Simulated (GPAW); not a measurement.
# Calculated records

### A GW chain in GPAW: WS2 (Tungstenite)

Symmetry: P6_3/mmc, No. 194, hexagonal system. Conventional cell: a = 3.180 Å, b = 3.180 Å, c = 12.500 Å, α = 90.00°, β = 90.00°, γ = 120.00°. W has 6 S at 2.41 Å nearest. Nearest to S lie 3 W at 2.41 Å. Farther neighbours and most contacts between anions are not listed.

```xyz
6
Lattice="3.1800 0.0000 0.0000 -1.5900 2.7540 0.0000 0.0000 0.0000 12.5000" Properties=species:S:1:pos:R:3 pbc="T T T"
W     0.0000    1.8360    3.1250
W     1.5900    0.9180    9.3750
S     0.0000    1.8360    7.8125
S     1.5900    0.9180    1.5625
S     0.0000    1.8360   10.9375
S     1.5900    0.9180    4.6875
```

* method: DFT, LDA, plane waves, PAW (and 1 further level or step)
* program: GPAW 26.7.0
* settings of one run: cutoff 450 eV, GPAW PAW setups 1.2.1 data release, 6×6×2 k-mesh, nbands 258
* cost: 4 runs, 6 min in all on 4 MPI ranks of Arm Neoverse V2, shared host (the runs of this entry)
* notes: The database entry behind the starting cell differs from later determinations by our own check (an axis about 1.4 % long against later determinations). The cell and positions come from the Crystallography Open Database and are kept as given unless a step says otherwise. Limits: no spin-orbit coupling. Bands and cutoff are finite, so the gap is not at the basis limit. The miss can reach some tenths of an eV and take either sign; the mesh is an error of its own. The 6×6×2 mesh is coarse for this cell, which bears on the long-range parts of exchange and screening.
* LDA gap: 0.97 eV, indirect
* G0W0 gap on the mesh: 1.39 eV
* GW settings: 6×6×2 mesh, 248 bands, screening to 100 eV, Godby-Needs plasmon pole
* known limits: not at the basis limit; no spin-orbit coupling; coarse k mesh

G0W0 moves the gap on the mesh from 0.97 eV to 1.39 eV (+0.42 eV), with Z of 0.79 and 0.80 at the edges. Only 3 of the mesh's irreducible points were corrected, so a valley elsewhere could overtake.

[Paths, hosts, dates, memory and timing lines, banners, echoed tables and standing remarks are left out of the program output.]

[Logs are printed without paths, hosts, clocks, repeated set-up lines and the standing remarks that a program may print on its own settings, such as how far it seeks lower states.]

[Runs of the session that timed out or met a known fault of the program may be left out.]

[Hosts, paths, dates, database ids (printed as entryN), source tags and the programs' standing remarks are cut or masked in the printed files.]
